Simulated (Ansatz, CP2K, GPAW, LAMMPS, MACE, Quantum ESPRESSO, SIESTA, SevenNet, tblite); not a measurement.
**A faulty CP2K run on 47In2O3-53ZnO (mol %) with crystalline order left by the classical run (65 atoms)**

Program: CP2K 2026.2, a calculation on a cell of 18 In, 10 Zn and 37 O, 13.0 Å³ an atom.

input.inp

```
&GLOBAL
  PROJECT cell
  RUN_TYPE ENERGY_FORCE
  PRINT_LEVEL LOW
&END GLOBAL
&FORCE_EVAL
  METHOD QS
  STRESS_TENSOR ANALYTICAL
  &DFT
    BASIS_SET_FILE_NAME BASIS_MOLOPT
    POTENTIAL_FILE_NAME GTH_POTENTIALS
    &MGRID
      ECUTWFC 800
      REL_CUTOFF 50
      NGRIDS 5
    &END MGRID
    &QS
      EPS_DEFAULT 1.0E-12
    &END QS
    &SCF
      SCF_GUESS ATOMIC
      EPS_SCF 1.0E-06
      MAX_SCF 50
      ADDED_MOS 14
      &DIAGONALIZATION
        ALGORITHM STANDARD
      &END DIAGONALIZATION
      &SMEAR ON
        METHOD FERMI_DIRAC
        ELECTRONIC_TEMPERATURE [K] 580
      &END SMEAR
      &MIXING
        METHOD BROYDEN_MIXING
        ALPHA 0.3
        NBROYDEN 8
      &END MIXING
      &PRINT
        &RESTART OFF
        &END RESTART
      &END PRINT
    &END SCF
    &XC
      &XC_FUNCTIONAL PBE
      &END XC_FUNCTIONAL
    &END XC
    &PRINT
      &MULLIKEN ON
      &END MULLIKEN
      &LOWDIN ON
      &END LOWDIN
      &MO ON
        EIGENVALUES T
        OCCUPATION_NUMBERS T
        MO_INDEX_RANGE 277 300
        &EACH
          QS_SCF 0
        &END EACH
        ADD_LAST NUMERIC
      &END MO
    &END PRINT
  &END DFT
  &SUBSYS
    &CELL
      A 9.45319 0.00000 0.00000
      B 0.00000 9.45319 0.00000
      C 0.00000 0.00000 9.45319
    &END CELL
    &COORD
      In 5.66331 0.61105 1.45967
      In 7.21713 2.27784 8.54890
      In 8.23987 1.98876 3.15566
      In 1.02406 4.36454 9.25997
      In 7.44250 8.44860 8.59626
      In 8.87966 0.59177 6.30811
      In 2.65417 0.83557 6.28268
      In 7.35420 8.35237 3.58389
      In 4.14711 5.63722 3.83601
      In 5.76134 3.93101 1.52168
[... 51 atom lines left out ...]
      O 4.15969 2.37606 6.04012
      O 8.80404 0.21780 4.24486
      O 1.17787 8.74798 6.11395
      O 0.69765 1.41297 2.45272
    &END COORD
    &KIND In
      BASIS_SET DZVP-MOLOPT-SR-GTH-q13
      POTENTIAL GTH-PBE-q13
    &END KIND
    &KIND Zn
      BASIS_SET DZVP-MOLOPT-SR-GTH-q12
      POTENTIAL GTH-PBE-q12
    &END KIND
    &KIND O
      BASIS_SET DZVP-MOLOPT-SR-GTH-q6
      POTENTIAL GTH-PBE-q6
    &END KIND
  &END SUBSYS
  &PRINT
    &FORCES ON
    &END FORCES
    &STRESS_TENSOR ON
    &END STRESS_TENSOR
  &END PRINT
&END FORCE_EVAL
```

Command:

```
$ OMP_NUM_THREADS=1 mpirun -np 4 cp2k.psmp -i input.inp > output.txt
```

Log:

```text
Possible matches for unknown keyword
 ECUTWFC
   keyword CUTOFF in section %__ROOT__%FORCE_EVAL%DFT%MGRID score:  107
   keyword CUTOFF in section %__ROOT__%FORCE_EVAL%PROPERTIES%TDDFPT%MGRID score:  107
   keyword CUTOFF in section %__ROOT__%FORCE_EVAL%PROPERTIES%RIXS%TDDFPT%MGRID score:  107
   keyword REL_CUTOFF in section %__ROOT__%FORCE_EVAL%DFT%MGRID score:  105
   keyword REL_CUTOFF in section %__ROOT__%FORCE_EVAL%PROPERTIES%TDDFPT%MGRID score:  105
 *   ___                                                                       *
 *  /   \                                                                      *
 * [ABORT]                                                                     *
 *  \___/            found an unknown keyword ECUTWFC in section MGRID         *
 *    |                                                                        *
 *  O/|                                                                        *
 * /| |                                                                        *
```

Elapsed: 0.76 s, on 4 MPI ranks of Arm Neoverse V2, shared host; peak memory 0.57 GiB; 2.1 s of CPU time.

Banners, paths, timers and routine set-up lines are dropped from the logs unmarked, and long logs keep their key lines alone; longer cuts are marked.

Q: Find the fault and mend it.

A misspelt keyword: CUTOFF written as ECUTWFC. Mend: write CUTOFF in place of ECUTWFC.

The program stopped at the start.

[Also dropped from logs without a mark: logging warnings of Python, and SIESTA's first energy breakdown and zero terms.]

[Logs are printed without paths, hosts, clocks, repeated set-up lines and the standing remarks that a program may print on its own settings, such as how far it seeks lower states.]

[Hosts, paths, dates, database ids (printed as entryN), source tags and the programs' standing remarks are cut or masked in the printed files.]
